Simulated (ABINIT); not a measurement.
# Si3Rh (Pm-3m): zone-centre phonons

Which modes does Si3Rh (Pm-3m) have at the zone centre?

Main program and level: ABINIT 10.8.3; DFT PBE, scalar-relativistic, plane waves, SG15 norm-conserving pseudopotentials.

The structure was built from a prototype and need not be the compound's stable phase.

### Step 1. Starting point

It takes space group Pm-3m (No. 221, cubic). The conventional cell has a = 3.838 Å, b = 3.838 Å, c = 3.838 Å, α = 90.00°, β = 90.00°, γ = 90.00°. Nearest to Rh lie 12 Si at 2.71 Å. Nearest to Si lie 4 Rh at 2.71 Å and 8 Si at 2.71 Å. Farther neighbours are not listed.

Coordinates:

```cif
data_structure
_symmetry_space_group_name_H-M 'Pm-3m'
_symmetry_Int_Tables_number 221
_cell_length_a 3.8382
_cell_length_b 3.8382
_cell_length_c 3.8382
_cell_angle_alpha 90.000
_cell_angle_beta 90.000
_cell_angle_gamma 90.000
_cell_volume 56.54
loop_
_atom_site_label
_atom_site_type_symbol
_atom_site_symmetry_multiplicity
_atom_site_Wyckoff_symbol
_atom_site_fract_x
_atom_site_fract_y
_atom_site_fract_z
_atom_site_occupancy
Rh1 Rh 1 a 0.00000 0.00000 0.00000 1
Si1 Si 3 c 0.00000 0.50000 0.50000 1
```

### Step 2. A probe with smearing

A first run with smearing and empty bands tells whether the crystal has a gap, which decides between fixed occupations and smearing later on.

File probe.abi:

```
# ground state
tolvrs 1.0d-08
prtden 1
prtwf 1

# basis, mesh and filling
ecut 30.0
ngkpt 6 6 6
nshiftk 1
shiftk 0.0 0.0 0.0
istwfk *1
occopt 7
tsmear 0.005
nband 22
nstep 100
diemac 9.0
prtebands 0
prtgsr 0
useylm 1

# cell and atoms
acell 3*1.0 Angstrom
rprim 
    3.83821097 0.0 0.0
    0.0 3.83821097 0.0
    0.0 0.0 3.83821097
ntypat 2
znucl 45 14
natom 4
typat 1 2 2 2
xred 
    0.0 0.0 0.0
    0.0 0.5 0.5
    0.5 0.0 0.5
    0.5 0.5 0.0
pp_dirpath "./pseudo"
pseudos "Rh.upf, Si.upf"
```

Command:

```
OMP_NUM_THREADS=1 mpirun -n 4 abinit probe.abi > probe.log
```

Numbers of over 12 decimals in the logs are rounded to 6 here.

probe.abo, the main output file:

```text
[banners, grids, parts of the stress and lines that vanish by symmetry left out]
- input  file    -> probe.abi
- output file    -> probe.abo
- root for input  files -> probei
[...]
Symmetries : space group Pm -3 m (#221); Bravais cP (primitive cubic)
[...]
mpw =        3028          nfft =       46656          nkpt =          20
[...]
== DATASET  1 ==================================================================
[...]
cutoff_energies: {ecut:  30.0, pawecutdg:  -1.0, }
[...]
ETOT  1  -120.09940904442    -1.201E+02 7.577E-02 6.719E+02
 ETOT  2  -118.70908026607     1.390E+00 5.769E-03 5.429E+03
 ETOT  3  -120.33744154551    -1.628E+00 2.773E-02 6.250E+01
 ETOT  4  -120.35698468573    -1.954E-02 4.632E-04 1.744E-01
 ETOT  5  -120.35702363215    -3.895E-05 2.632E-04 1.792E-02
 ETOT  6  -120.35702942784    -5.796E-06 4.148E-04 9.623E-04
 ETOT  7  -120.35702969032    -2.625E-07 1.937E-04 8.544E-06
 ETOT  8  -120.35702969447    -4.150E-09 3.035E-04 2.844E-08
 ETOT  9  -120.35702969448    -7.788E-12 1.078E-04 2.259E-09
 At SCF step    9       vres2   =  2.26E-09 < tolvrs=  1.00E-08 =>converged.
[...]
sigma(1 1)=  6.22467784E-06  sigma(3 2)=  0.00000000E+00
  sigma(2 2)=  6.22467784E-06  sigma(3 1)=  0.00000000E+00
  sigma(3 3)=  6.22467784E-06  sigma(2 1)=  0.00000000E+00
[...]
convergence: {deltae: -7.788E-12, res2:  2.259E-09, residm:  1.078E-04, diffor: null, }
etotal    :  -1.20357030E+02
[...]
sigma(1 1)=  6.22467784E-06  sigma(3 2)=  0.00000000E+00
  sigma(2 2)=  6.22467784E-06  sigma(3 1)=  0.00000000E+00
  sigma(3 3)=  6.22467784E-06  sigma(2 1)=  0.00000000E+00
[...]
- sigma(1 1)=  1.83136345E-01  sigma(3 2)=  0.00000000E+00
- sigma(2 2)=  1.83136345E-01  sigma(3 1)=  0.00000000E+00
- sigma(3 3)=  1.83136345E-01  sigma(2 1)=  0.00000000E+00
[...]
fcart     -0.0000000000E+00 -0.0000000000E+00 -0.0000000000E+00
           strten      6.2246778371E-06  6.2246778371E-06  6.2246778371E-06
================================================================================

[key lines of the parts left out:]
pressure_GPa:  -1.8314E-01
```

Run time: 10 s. Hardware: 4 MPI ranks of Arm Neoverse V1, shared host.

Read from the output:

```yaml
volume_per_atom: 14.14 Å³
pressure: -0.1831 GPa
gap_on_the_k_mesh: 0 eV
```

No gap opens on this mesh, so smearing is kept; the printed pressure holds the stress of the finite basis too.

### Step 3. Rough relaxation

The typed start is rough, so a first relaxation with smearing and loose thresholds takes it towards rest cheaply.

File prerelax.abi:

```
# relaxation
ionmov 2
optcell 2
dilatmx 1.15
chkdilatmx 0
ntime 40
tolmxf 3.0d-04
tolvrs 1.0d-10
prtwf 0
prtden 0
chksymtnons 0

# basis, mesh and filling
ecut 31.0
ecutsm 3.0
ngkpt 4 4 4
nshiftk 1
shiftk 0.0 0.0 0.0
istwfk *1
occopt 7
tsmear 0.005
nband 22
nstep 100
diemac 1000000.0
prtebands 0
prtgsr 0
useylm 1

# cell and atoms
acell 3*1.0 Angstrom
rprim 
    3.83821097 0.0 0.0
    0.0 3.83821097 0.0
    0.0 0.0 3.83821097
ntypat 2
znucl 45 14
natom 4
typat 1 2 2 2
xred 
    0.0 0.0 0.0
    0.0 0.5 0.5
    0.5 0.0 0.5
    0.5 0.5 0.0
pp_dirpath "./pseudo"
pseudos "Rh.upf, Si.upf"
```

Command:

```
OMP_NUM_THREADS=1 mpirun -n 4 abinit prerelax.abi > prerelax.log
```

prerelax.abo, the main output file:

```text
[banners, grids, parts of the stress and lines that vanish by symmetry left out]
- input  file    -> prerelax.abi
- output file    -> prerelax.abo
- root for input  files -> prerelaxi
[...]
Symmetries : space group Pm -3 m (#221); Bravais cP (primitive cubic)
[...]
mpw =        4828          nfft =       91125          nkpt =          10
[...]
== DATASET  1 ==================================================================
[...]
cutoff_energies: {ecut:  31.0, pawecutdg:  -1.0, }
[...]
ETOT  1  -120.13589673607    -1.201E+02 4.515E-02 1.178E+03
 ETOT  2  -119.41466324035     7.212E-01 8.979E-03 6.033E+03
 ETOT  3  -120.34964151382    -9.350E-01 7.443E-03 4.412E+01
 ETOT  4  -120.35709451058    -7.453E-03 4.060E-04 9.606E-02
 ETOT  5  -120.35711745785    -2.295E-05 4.877E-05 3.527E-03
[...]
At SCF step   10       vres2   =  9.45E-12 < tolvrs=  1.00E-10 =>converged.
[...]
ETOT  9  -120.35729150373     2.530E-12 6.382E-12 1.331E-11
 At SCF step    9       vres2   =  1.33E-11 < tolvrs=  1.00E-10 =>converged.
[...]
sigma(1 1)= -1.16424136E-06  sigma(3 2)=  0.00000000E+00
  sigma(2 2)= -1.16424136E-06  sigma(3 1)=  0.00000000E+00
  sigma(3 3)= -1.16424136E-06  sigma(2 1)=  0.00000000E+00
[...]
convergence: {deltae:  2.530E-12, res2:  1.331E-11, residm:  6.382E-12, diffor: null, }
etotal    :  -1.20357292E+02
[...]
At Broyd/MD step   3, gradients are converged :
[...]
sigma(1 1)= -1.16424136E-06  sigma(3 2)=  0.00000000E+00
  sigma(2 2)= -1.16424136E-06  sigma(3 1)=  0.00000000E+00
  sigma(3 3)= -1.16424136E-06  sigma(2 1)=  0.00000000E+00
[...]
- sigma(1 1)= -3.42531634E-02  sigma(3 2)=  0.00000000E+00
- sigma(2 2)= -3.42531634E-02  sigma(3 1)=  0.00000000E+00
- sigma(3 3)= -3.42531634E-02  sigma(2 1)=  0.00000000E+00
[...]
fcart     -0.0000000000E+00 -0.0000000000E+00 -0.0000000000E+00
           strten     -1.1642413591E-06 -1.1642413591E-06 -1.1642413591E-06
================================================================================

[key lines of the parts left out:]
pressure_GPa:   3.4253E-02
Total energy (etotal) [Ha]= -1.20357291503734E+02
```

Elapsed: 36 s, on 4 MPI ranks; 2.4 min of CPU time.

Relaxation path:

```
step  energy less that of the first step (eV)  largest force (eV/Å)  volume (Å³)
   1                                   0.0000                0.0000        56.54
   2                                  -0.0031                0.0000        56.22
   3                                  -0.0047                0.0000        55.75
```

```
conventional cell, symmetrised  before  after  change
                         a (Å)   3.838  3.820  -0.5 %
                         b (Å)   3.838  3.820  -0.5 %
                         c (Å)   3.838  3.820  -0.5 %
              volume (Å³/atom)   14.14  13.94  -1.4 %
```

Numbers from this step:

```
volume per atom : 13.94 Å³
pressure        : 0.03425 GPa
```

The volume changes by -1.4 % in this run and stands -1.4 % from the first cell.

### Step 4. Relaxation

The harmonic expansion needs vanishing forces, and a free crystal bears no stress, so cell and atoms are brought to rest. Stress is more sensitive to the basis than forces are: the last 3 Ha under the cutoff are smoothed with ecutsm, and the cutoff is raised above that of the later runs.

File relax.abi:

```
# relaxation
ionmov 2
optcell 2
dilatmx 1.08
ntime 40
tolmxf 1.0d-05
tolvrs 1.0d-14
prtwf 0
prtden 0
chksymtnons 0

# basis, mesh and filling
ecut 38.0
ecutsm 3.0
ngkpt 8 8 8
nshiftk 1
shiftk 0.0 0.0 0.0
istwfk *1
occopt 3
tsmear 0.01
nband 22
nstep 100
diemac 1000000.0
prtebands 0
prtgsr 0
useylm 1

# cell and atoms
acell 3*1.0 Angstrom
rprim 
    3.820083562 0.0 0.0
    0.0 3.820083562 0.0
    0.0 0.0 3.820083562
ntypat 2
znucl 45 14
natom 4
typat 1 2 2 2
xred 
    0.0 0.0 0.0
    0.0 0.5 0.5
    0.5 0.0 0.5
    0.5 0.5 0.0
pp_dirpath "./pseudo"
pseudos "Rh.upf, Si.upf"
```

Command:

```
OMP_NUM_THREADS=1 mpirun -n 4 abinit relax.abi > relax.log
```

relax.abo, the main output file:

```text
[banners, grids, parts of the stress and lines that vanish by symmetry left out]
- input  file    -> relax.abi
- output file    -> relax.abo
- root for input  files -> relaxi
[...]
Symmetries : space group Pm -3 m (#221); Bravais cP (primitive cubic)
[...]
mpw =        5400          nfft =       91125          nkpt =          35
[...]
== DATASET  1 ==================================================================
[...]
cutoff_energies: {ecut:  38.0, pawecutdg:  -1.0, }
[...]
ETOT  1  -120.12858260690    -1.201E+02 8.525E-02 1.213E+03
 ETOT  2  -119.24663289532     8.819E-01 7.453E-03 7.140E+03
 ETOT  3  -120.35332365561    -1.107E+00 2.907E-02 1.008E+02
 ETOT  4  -120.36820335985    -1.488E-02 6.056E-03 2.042E-01
 ETOT  5  -120.36821497316    -1.161E-05 2.179E-03 7.140E-02
[...]
At SCF step   11       vres2   =  9.57E-16 < tolvrs=  1.00E-14 =>converged.
[...]
sigma(1 1)= -6.31863763E-05  sigma(3 2)=  0.00000000E+00
  sigma(2 2)= -6.31863763E-05  sigma(3 1)=  0.00000000E+00
  sigma(3 3)= -6.31863763E-05  sigma(2 1)=  0.00000000E+00
[...]
convergence: {deltae:  7.532E-13, res2:  9.570E-16, residm:  1.624E-04, diffor: null, }
etotal    :  -1.20368224E+02
[...]
ETOT  1  -120.34994578435    -1.203E+02 1.358E-04 1.264E+02
[...]
At SCF step   11       vres2   =  3.50E-17 < tolvrs=  1.00E-14 =>converged.
[...]
sigma(1 1)= -3.70647634E-05  sigma(3 2)=  0.00000000E+00
  sigma(2 2)= -3.70647634E-05  sigma(3 1)=  0.00000000E+00
  sigma(3 3)= -3.70647634E-05  sigma(2 1)=  0.00000000E+00
[...]
convergence: {deltae:  1.350E-11, res2:  3.499E-17, residm:  1.417E-06, diffor: null, }
etotal    :  -1.20368331E+02
[...]
ETOT  1  -120.32851180626    -1.203E+02 6.732E-05 2.721E+02
[...]
At SCF step   11       vres2   =  1.01E-15 < tolvrs=  1.00E-14 =>converged.
[...]
sigma(1 1)= -7.51614256E-07  sigma(3 2)=  0.00000000E+00
  sigma(2 2)= -7.51614256E-07  sigma(3 1)=  0.00000000E+00
  sigma(3 3)= -7.51614256E-07  sigma(2 1)=  0.00000000E+00
[...]
convergence: {deltae: -6.850E-12, res2:  1.012E-15, residm:  3.043E-06, diffor: null, }
etotal    :  -1.20368389E+02
[...]
ETOT  1  -120.36837362254    -1.204E+02 2.727E-06 1.083E-01
[...]
ETOT  7  -120.36838938266     1.876E-12 3.595E-06 7.595E-14
 ETOT  8  -120.36838938267    -3.340E-12 1.786E-06 4.251E-15
 At SCF step    8       vres2   =  4.25E-15 < tolvrs=  1.00E-14 =>converged.
[...]
sigma(1 1)= -9.33103598E-09  sigma(3 2)=  0.00000000E+00
  sigma(2 2)= -9.33103598E-09  sigma(3 1)=  0.00000000E+00
  sigma(3 3)= -9.33103598E-09  sigma(2 1)=  0.00000000E+00
[...]
convergence: {deltae: -3.340E-12, res2:  4.251E-15, residm:  1.786E-06, diffor: null, }
etotal    :  -1.20368389E+02
[...]
At Broyd/MD step   4, gradients are converged :
[...]
sigma(1 1)= -9.33103598E-09  sigma(3 2)=  0.00000000E+00
  sigma(2 2)= -9.33103598E-09  sigma(3 1)=  0.00000000E+00
  sigma(3 3)= -9.33103598E-09  sigma(2 1)=  0.00000000E+00
[...]
- sigma(1 1)= -2.74528557E-04  sigma(3 2)=  0.00000000E+00
- sigma(2 2)= -2.74528557E-04  sigma(3 1)=  0.00000000E+00
- sigma(3 3)= -2.74528557E-04  sigma(2 1)=  0.00000000E+00
[...]
fcart     -0.0000000000E+00 -0.0000000000E+00 -0.0000000000E+00
           strten     -9.3310359786E-09 -9.3310359825E-09 -9.3310359799E-09
================================================================================

[key lines of the parts left out:]
pressure_GPa:   2.7453E-04
Total energy (etotal) [Ha]= -1.20368389382665E+02
```

It took 2.6 min on 4 MPI ranks.

The steps of the relaxation:

```
step  energy less that of the first step (eV)  largest force (eV/Å)  volume (Å³)
   1                                   0.0000                0.0000        55.75
   2                                  -0.0029                0.0000        56.06
   3                                  -0.0045                0.0000        56.52
   4                                  -0.0045                0.0000        56.53
```

```
conventional cell, symmetrised  before  after  change
                         a (Å)   3.820  3.838  +0.5 %
                         b (Å)   3.820  3.838  +0.5 %
                         c (Å)   3.820  3.838  +0.5 %
              volume (Å³/atom)   13.94  14.13  +1.4 %
```

Read from the output:

```yaml
volume_per_atom: 14.13 Å³
pressure: 2.75e-4 GPa
```

The volume changes by +1.4 % in this run and stands -0.0 % from the first cell.

### Step 5. Ground state

First-order wavefunctions inherit every error of the ground state, hence the very tight tolvrs. Smearing stays on, as the first look found no gap above 0.3 eV.

File gs.abi:

```
# ground state
tolvrs 1.0d-16
prtden 1
prtwf 1

# basis, mesh and filling
ecut 30.0
ngkpt 8 8 8
nshiftk 1
shiftk 0.0 0.0 0.0
istwfk *1
occopt 3
tsmear 0.01
nband 22
nstep 100
diemac 1000000.0
prtebands 0
prtgsr 0
useylm 1

# cell and atoms
acell 3*1.0 Angstrom
rprim 
    3.837960003 0.0 0.0
    0.0 3.837960003 0.0
    0.0 0.0 3.837960003
ntypat 2
znucl 45 14
natom 4
typat 1 2 2 2
xred 
    0.0 0.0 0.0
    0.0 0.5 0.5
    0.5 0.0 0.5
    0.5 0.5 0.0
pp_dirpath "./pseudo"
pseudos "Rh.upf, Si.upf"
```

Command:

```
OMP_NUM_THREADS=1 mpirun -n 4 abinit gs.abi > gs.log
```

gs.abo, the main output file:

```text
[banners, grids, parts of the stress and lines that vanish by symmetry left out]
- input  file    -> gs.abi
- output file    -> gs.abo
- root for input  files -> gsi
[...]
Symmetries : space group Pm -3 m (#221); Bravais cP (primitive cubic)
[...]
mpw =        3022          nfft =       46656          nkpt =          35
[...]
== DATASET  1 ==================================================================
[...]
cutoff_energies: {ecut:  30.0, pawecutdg:  -1.0, }
[...]
ETOT  1  -120.12593578284    -1.201E+02 8.791E-02 6.412E+02
 ETOT  2  -119.17223603918     9.537E-01 1.267E-02 3.871E+03
 ETOT  3  -120.35118693989    -1.179E+00 1.045E-02 5.755E+01
 ETOT  4  -120.36802707294    -1.684E-02 1.129E-03 1.387E-01
 ETOT  5  -120.36803799435    -1.092E-05 1.257E-03 8.435E-02
[...]
ETOT 11  -120.36805558294    -5.116E-12 2.192E-05 1.917E-14
 ETOT 12  -120.36805558295    -4.505E-12 2.903E-05 6.962E-17
 At SCF step   12       vres2   =  6.96E-17 < tolvrs=  1.00E-16 =>converged.
[...]
sigma(1 1)=  4.78560425E-06  sigma(3 2)=  0.00000000E+00
  sigma(2 2)=  4.78560425E-06  sigma(3 1)=  0.00000000E+00
  sigma(3 3)=  4.78560425E-06  sigma(2 1)=  0.00000000E+00
[...]
convergence: {deltae: -4.505E-12, res2:  6.962E-17, residm:  2.903E-05, diffor: null, }
etotal    :  -1.20368056E+02
[...]
sigma(1 1)=  4.78560425E-06  sigma(3 2)=  0.00000000E+00
  sigma(2 2)=  4.78560425E-06  sigma(3 1)=  0.00000000E+00
  sigma(3 3)=  4.78560425E-06  sigma(2 1)=  0.00000000E+00
[...]
- sigma(1 1)=  1.40797338E-01  sigma(3 2)=  0.00000000E+00
- sigma(2 2)=  1.40797338E-01  sigma(3 1)=  0.00000000E+00
- sigma(3 3)=  1.40797338E-01  sigma(2 1)=  0.00000000E+00
[...]
fcart     -0.0000000000E+00 -0.0000000000E+00 -0.0000000000E+00
           strten      4.7856042462E-06  4.7856042462E-06  4.7856042462E-06
================================================================================

[key lines of the parts left out:]
pressure_GPa:  -1.4080E-01
```

Elapsed: 22 s, on 4 MPI ranks.

This step gave:

| Property | Result |
| --- | --- |
| pressure | -0.1408 GPa |

The cell stands at -0.14 GPa: the relaxation ran with a smoothed and higher cutoff, and the difference is a stress of the finite basis.

(Part 1 of 3 ends here.)

[Host names and launcher messages were left out of these logs when they were recorded.]

[Logs are printed without paths, hosts, clocks, repeated set-up lines and the standing remarks that a program may print on its own settings, such as how far it seeks lower states.]

[Hosts, paths, dates, database ids (printed as entryN), source tags and the programs' standing remarks are cut or masked in the printed files.]
